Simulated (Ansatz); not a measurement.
# InH (model cell, started as NiAs type): following an unstable mode, part 2 of 2

Aim: this structure of InH (model cell, started as NiAs type) is to be tested for unstable modes, and one is followed downhill.

Ansatz 0.2.0; DFT PBEsol, scalar-relativistic, plane waves, PAW.

So far. Step 4 (The mode frozen in, largest atomic shift 0.45 Å): The run ends at a pressure of 1.11 GPa, with forces up to 0.0092 eV/Å. Step 5 (Energy along the mode, all amplitudes (two of the runs …): The lowest of the steps tried is at 0.45 Å, 37.8 meV/atom below the parent; the bottom of the well need not coincide with a step.

The structure was built from a prototype and need not be the compound's stable phase.

**6. Relaxing from the distorted cell**

Starting from the lowest point found, all atoms and the cell are let go, so that strain and other modes of the same symmetry can join in.

input.yaml

```yaml
crystal:
  lattice:
    - [-4.9888348238, -2.8802999441, 0.0]
    - [-4.988830334, 2.8803077207, 0.0]
    - [0.0, 0.0, -6.2413504719]
  atoms:
    - { symbol: In, position: [-1.9e-09, 1.0e-09, 0.0] }
    - { symbol: In, position: [0.6666666686, 0.6666666657, 0.0] }
    - { symbol: In, position: [0.3333333333, 0.3333333333, 0.0] }
    - { symbol: In, position: [-1.9e-09, 1.0e-09, 0.5] }
    - { symbol: In, position: [0.6666666686, 0.6666666657, 0.5] }
    - { symbol: In, position: [0.3333333333, 0.3333333333, 0.5] }
    - { symbol: H, position: [0.3333333333, 1.0781167589, 0.75] }
    - { symbol: H, position: [0.0781173816, 0.5885510133, 0.75] }
    - { symbol: H, position: [0.5885492851, 0.3333350616, 0.75] }
    - { symbol: H, position: [0.3333333333, 0.5885499078, 0.25] }
    - { symbol: H, position: [0.0781173816, 0.3333316051, 0.25] }
    - { symbol: H, position: [0.5885492851, 1.0781156533, 0.25] }
kpoints:
  mp_grid: { grid: [6, 6, 6] }
hamiltonian:
  xc: pbesol
scf:
  occupations: { method: methfessel_paxton, width: 0.15 }
output:
  forces: true
  stress: true
  eigenvalues: true
relax:
  adjacent_minimum: "off"
  f_tol: 0.002
  max_steps: 120
  cell: { stress_tol: 0.03 }
```

On the command line:

```sh
> ansatz run input.yaml --threads 4 --pin off --max-ram 7168MiB --backend cpu --events-out ev --progress --plain --runs-dir out
```

Numbers of over 12 decimals in the logs are rounded to 6 here.

The program printed:

```text
[...]
Crystal: 12 atoms, lattice volume = 179.368 Å³
Basis set: ecut = 420 eV, 3513 PW (Γ), exchange–correlation on 80×80×90 points (8 copies of the dense FFT grid, shifted against one another)
Bands: 54, of which v1, the nominal top of the filled ones, is band 42 counted from 1 (41 counted from 0)
Symmetry: 24 space group operations
[...]
k-points: 28 of 216
[...]
SCF iter   1: F=—  HF=-33241.186801 eV  |F-HF|=—  |Δ(HF+E_count)|=         —  Δρ=7.48e-3  dr2=8.44e-2  ethr=1.77e-3  ⟨swp⟩=7.2  Hψ=6139  notcnv=0
[...]
SCF iter   7: F=-33241.154851 eV  HF=-33241.154851 eV  |F-HF|=3.14e-8  |Δ(HF+E_count)|=   5.29e-8  S|Δr|=    0.00e0  Δρ=5.56e-6  dr2=7.53e-8  ethr=1.19e-10  ⟨swp⟩=9.1  Hψ=6017  notcnv=0
SCF 1 converged in 7 iterations: F = -33241.154851 eV  dr2 = 7.53e-8
[...]
relax step   1: F+E_penalty+E_count = -33241.15485064 eV  Δ(F+E_penalty+E_count) = +0.000e0 eV  max|allowed force component| = 9.180e-3 eV/Å  Δτ_max = 0.0000 Å  P = +1.111 GPa  Ω = 179.368 Å³  (7 SCF iters, dr2 threshold 1.00e-7 eV, accepted)
Crystal: 12 atoms, lattice volume = 187.174 Å³
Basis set: ecut = 420 eV, 3657 PW (Γ), exchange–correlation on 80×80×90 points (8 copies of the dense FFT grid, shifted against one another)
[...]
iter 1 solved again at ethr=8.18e-6 eV; its pass at ethr=3.10e-3 eV (dr2=6.87e-3 eV) is discarded
[...]
SCF iter   5: F=-33241.158463 eV  HF=-33241.158464 eV  |F-HF|=7.40e-8  |Δ(HF+E_count)|=   6.03e-7  S|Δr|=    0.00e0  Δρ=1.04e-5  dr2=2.63e-7  ethr=1.43e-9  ⟨swp⟩=6.9  Hψ=5775  notcnv=0
SCF 2 converged in 5 iterations: F = -33241.158463 eV  dr2 = 2.63e-7
[...]
relax step   2: F+E_penalty+E_count = -33241.15846348 eV  Δ(F+E_penalty+E_count) = -3.613e-3 eV  max|allowed force component| = 3.028e-2 eV/Å  Δτ_max = 0.0087 Å  P = -0.721 GPa  Ω = 187.174 Å³  energy of the carried Pulay correction = -4.646e-3 eV  (5 SCF iters, dr2 threshold 1.20e-6 eV, accepted)
Crystal: 12 atoms, lattice volume = 184.197 Å³
Basis set: ecut = 420 eV, 3573 PW (Γ), exchange–correlation on 80×80×90 points (8 copies of the dense FFT grid, shifted against one another)
[...]
SCF iter   4: F=-33241.167444 eV  HF=-33241.167444 eV  |F-HF|=1.90e-7  |Δ(HF+E_count)|=   6.68e-7  S|Δr|=    0.00e0  Δρ=2.10e-5  dr2=7.71e-7  ethr=1.43e-9  ⟨swp⟩=7.5  Hψ=5939  notcnv=0
SCF 3 converged in 4 iterations: F = -33241.167444 eV  dr2 = 7.71e-7
relax step   3: F+E_penalty+E_count = -33241.16744429 eV  Δ(F+E_penalty+E_count) = -8.981e-3 eV  max|allowed force component| = 6.037e-3 eV/Å  Δτ_max = 0.0006 Å  P = -0.044 GPa  Ω = 184.197 Å³  energy of the carried Pulay correction = -2.898e-3 eV  (4 SCF iters, dr2 threshold 1.20e-6 eV, accepted)
[...]
relax step   4: F+E_penalty+E_count = -33241.16758767 eV  Δ(F+E_penalty+E_count) = -1.434e-4 eV  max|allowed force component| = 2.071e-3 eV/Å  Δτ_max = 0.0013 Å  P = +0.001 GPa  Ω = 184.055 Å³  energy of the carried Pulay correction = -2.814e-3 eV  (4 SCF iters, dr2 threshold 1.33e-8 eV, accepted)
[...]
relax step   5: F+E_penalty+E_count = -33241.16756928 eV  Δ(F+E_penalty+E_count) = +1.839e-5 eV  max|allowed force component| = 1.587e-4 eV/Å  Δτ_max = 0.0011 Å  P = +0.000 GPa  Ω = 184.106 Å³  energy of the carried Pulay correction = -2.844e-3 eV  (5 SCF iters, dr2 threshold 2.68e-10 eV, accepted)
[...]
SCF iter   5: F=-33241.170469 eV  HF=-33241.170469 eV  |F-HF|=0.00e0  |Δ(HF+E_count)|=  5.89e-10  S|Δr|=    0.00e0  Δρ=1.12e-7  dr2=1.40e-11  ethr=1.00e-12  ⟨swp⟩=6.4  Hψ=5809  notcnv=0
SCF 6 converged in 5 iterations: F = -33241.170469 eV  dr2 = 1.40e-11
relax step   6: F+E_penalty+E_count = -33241.17046876 eV  Δ(F+E_penalty+E_count) = -2.899e-3 eV  max|allowed force component| = 4.560e-5 eV/Å  Δτ_max = 0.0000 Å  P = +0.003 GPa  Ω = 184.106 Å³  stress off target by 3.04e-3 GPa  SCF on the basis re-selected at this cell (its energy is not comparable with the rows above)  (5 SCF iters)
basis re-selected at this cell: Δ(F+E_penalty+E_count) = -2.899e-3 eV, ΔP = +0.003 GPa vs the last step (what re-selecting the basis moved, of the pressure what is left beyond the Pulay correction that the steps carried, after the strain that the cell walked since its last selection, with what the two solves' SCF thresholds leave and, on support functions, any second-order correction that the steps lacked; it is no m [...]
SCF converged after 5 iterations
[...]
Free energy (F): -33241.170469 eV
[...]
Internal energy: -33241.164542 eV  (E = F + TS)
E sigma→0 (E₀):  -33241.168987 eV
Entropy (-TS):   -0.005926 eV (-0.494 meV/atom)
Fermi energy:    8.689695 eV
[...]
--- Forces (eV/Å), atoms counted from 1 ---
  atom   1  In    -0.00000000    -0.00000000     0.00000000
  atom   2  In     0.00000000     0.00000000    -0.00000000
  atom   3  In    -0.00000000    -0.00000000     0.00000000
  atom   4  In    -0.00000000    -0.00000000    -0.00000000
  atom   5  In     0.00000000     0.00000000    -0.00000000
  atom   6  In     0.00000000    -0.00000000     0.00000000
  atom   7  H     -0.00003949     0.00002280     0.00000000
  atom   8  H     -0.00000000    -0.00004560    -0.00000000
  atom   9  H      0.00003949     0.00002280    -0.00000000
  atom  10  H      0.00003949    -0.00002280    -0.00000000
  atom  11  H     -0.00003949    -0.00002280     0.00000000
  atom  12  H      0.00000000     0.00004560     0.00000000
  max |Σ_I F_I| component: 4.16e-17 eV/Å
--- Stress (GPa, compression-positive) ---
        0.003038      -0.000000       0.000000
       -0.000000       0.003038       0.000000
        0.000000       0.000000       0.002254
  P = ⅓ Tr σ = 0.0028 GPa (0.028 kbar)
--- Band table (eV; the first three rows and the last of 28) ---
  k-point 0: bands = [... 38 lower, 5.4814, 8.0643, 8.2219, 8.3813, 9.0216, 9.0216, 9.1012, 9.5888, ... 8 higher]
  k-point 1: bands = [... 38 lower, 5.4518, 6.9800, 7.4030, 8.3736, 8.3736, 9.3265, 9.3265, 9.6456, ... 8 higher]
  k-point 2: bands = [... 38 lower, 5.2887, 6.3985, 6.6280, 7.9509, 7.9509, 8.5874, 8.5874, 9.8376, ... 8 higher]
  k-point 27: bands = [... 38 lower, 7.1356, 7.1356, 8.4304, 8.4304, 9.7910, 9.7910, 10.4556, 10.4556, ... 8 higher]
--- Relaxed structure (5 steps of the walk, 5 accepted, 1 SCFs on fresh bases) ---
  F+E_penalty+E_count = -33241.17046876 eV   max|allowed force component| = 4.560e-5 eV/Å   (the final SCF, on the basis selected at the relaxed cell)
  cell:  # Å, volume = 184.1063 Å³
    - [-5.037255, -2.908255, 0.0]
    - [-5.037251, 2.908263, 0.0]
    - [0.0, 0.0, -6.283646]
  atoms:
    - { symbol: In, position: [7.125180507314643e-17, 1.8435544350113082e-17, 0] }
    - { symbol: In, position: [0.666667, 0.666667, 0] }
    - { symbol: In, position: [0.333333, 0.333333, 0] }
    - { symbol: In, position: [7.125180507314643e-17, 1.8435544350113082e-17, 0.500000] }
    - { symbol: In, position: [0.666667, 0.666667, 0.500000] }
    - { symbol: In, position: [0.333333, 0.333333, 0.500000] }
    - { symbol: H, position: [0.333333, 1.080161, 0.750000] }
    - { symbol: H, position: [0.080161, 0.586506, 0.750000] }
    - { symbol: H, position: [0.586506, 0.333333, 0.750000] }
    - { symbol: H, position: [0.333333, 0.586506, 0.250000] }
    - { symbol: H, position: [0.080161, 0.333333, 0.250000] }
    - { symbol: H, position: [0.586506, 1.080161, 0.250000] }
```

Wall time 30 s (4 threads of Arm Neoverse V1, shared host); peak memory 0.68 GiB; 1.9 min of CPU time.

Relaxation path:

| step | energy less that of the first step (eV) | largest force component (eV/Å) | pressure (GPa) | volume (Å³) |
| --- | --- | --- | --- | --- |
| 1 | 0.0000 | 0.0092 | 1.11 | 179.37 |
| 2 | -0.0036 | 0.0303 | -0.72 | 187.17 |
| 3 | -0.0126 | 0.0060 | -0.04 | 184.20 |
| 4 | -0.0127 | 0.0021 | 0.00 | 184.06 |
| 5 | -0.0127 | 0.0002 | 0.00 | 184.11 |
| 6* | -0.0156 | 0.0000 | 0.00 | 184.11 |

Relaxation steps marked * repeat the geometry before them on a plane-wave basis chosen anew for their cell, so energy and pressure can jump there.

Forces are held to the 24 operations that the run works with; a distortion that breaks them can't arise in this run.

| conventional cell, symmetrised | before | after | change |
| --- | --- | --- | --- |
| a (Å) | 5.761 | 5.817 | +1.0 % |
| b (Å) | 5.761 | 5.817 | +1.0 % |
| c (Å) | 6.241 | 6.284 | +0.7 % |
| volume (Å³/atom) | 14.95 | 15.34 | +2.6 % |

The atoms that moved most (Å, as changes of fractional coordinates times the final cell):

| atom | dx | dy | dz | length |
| --- | --- | --- | --- | --- |
| H12 | 0.000 | 0.012 | 0.000 | 0.012 |
| H9 | 0.010 | 0.006 | 0.000 | 0.012 |
| H8 | 0.000 | -0.012 | 0.000 | 0.012 |
| H11 | -0.010 | -0.006 | 0.000 | 0.012 |
| H7 | -0.010 | 0.006 | 0.000 | 0.012 |
| H10 | 0.010 | -0.006 | 0.000 | 0.012 |

The relaxed structure:

```
In H
1.0
    -5.03726   -2.90826    0.00000
    -5.03725    2.90826    0.00000
     0.00000    0.00000   -6.28365
In H
6 6
Direct
  0.00000 0.00000 0.00000
  0.66667 0.66667 0.00000
  0.33333 0.33333 0.00000
  0.00000 0.00000 0.50000
  0.66667 0.66667 0.50000
  0.33333 0.33333 0.50000
  0.33333 0.08016 0.75000
  0.08016 0.58651 0.75000
  0.58651 0.33333 0.75000
  0.33333 0.58651 0.25000
  0.08016 0.33333 0.25000
  0.58651 0.08016 0.25000
```

Numbers from this step:

| Quantity | Value |
| --- | --- |
| pressure | 0.002776 GPa |
| volume per atom | 15.34 Å³ |

The distorted start has space group P6_3/mcm; the relaxation ends in P6_3/mcm.

**7. The phases reached**

The phases reached along the modes that were followed are set side by side.

Energies are those of the first relaxation, on the mesh of the frozen mode; space group, volume and gap are those of the last relaxation. Phases, by row:

| mode frozen in | space group | energy from parent (meV/atom) | volume (Å³/atom) | gap on mesh (eV) | lowest zone-centre optical mode (cm⁻¹) | largest shift (Å) |
| --- | --- | --- | --- | --- | --- | --- |
| parent | P6_3/mmc | 0 | 14.95 | 0 | – | – |
| q = (0, 0.333, 0), 685i cm⁻¹ | C2/m | -153.8 | 15.51 | 0 | – | 1.737 |
| q = (0.333, 0.333, 0), 601i cm⁻¹ | P6_3/mcm | -39.07 | 15.34 | 0 | – | 0.466 |

**8. What came out**

```yaml
unstable_mode_of_the_parent: q = (0.333, 0.333, 0), 601i cm⁻¹
depth_at_the_lowest_point_sampled: 37.8 meV/atom
largest_atomic_shift_at_that_point: 0.45 Å
space_group_reached_within_0p01_a: P6_3/mcm
energy_gained_over_the_parent_first_relaxation_on_the_mesh_of_the_frozen_mode: 39.1 meV/atom
volume_per_atom_phase_reached: 15.3 Å³
```

What this shows: Along this mode the structure falls into P6_3/mcm, 39.1 meV/atom below the parent. At the parent's cell the well is 37.8 meV/atom deep on the steps tried, with its lowest point at a shift of 0.45 Å. Relaxing atoms and cell changes the gain by +1.27 meV/atom against the lowest step (energies at zero smearing). The modes of the phase reached were not computed on this path. Of the 2 patterns followed to their end from this parent, this one ends 115 meV/atom above the lowest, C2/m. Each path keeps the symmetry of its pattern, so a lower phase may lie along a pattern not tried. The q mesh is too sparse to interpolate, so only the solved wavevectors are given. With no gap, or one that is small against the smearing, the frequencies hang on the k mesh and the smearing, most of all near Kohn anomalies. The starting cell was built on a prototype and not taken from a measurement, so the phase need not exist.

[Logs are printed without paths, hosts, clocks, repeated set-up lines and the standing remarks that a program may print on its own settings, such as how far it seeks lower states.]

[Hosts, paths, dates, database ids (printed as entryN), source tags and the programs' standing remarks are cut or masked in the printed files.]
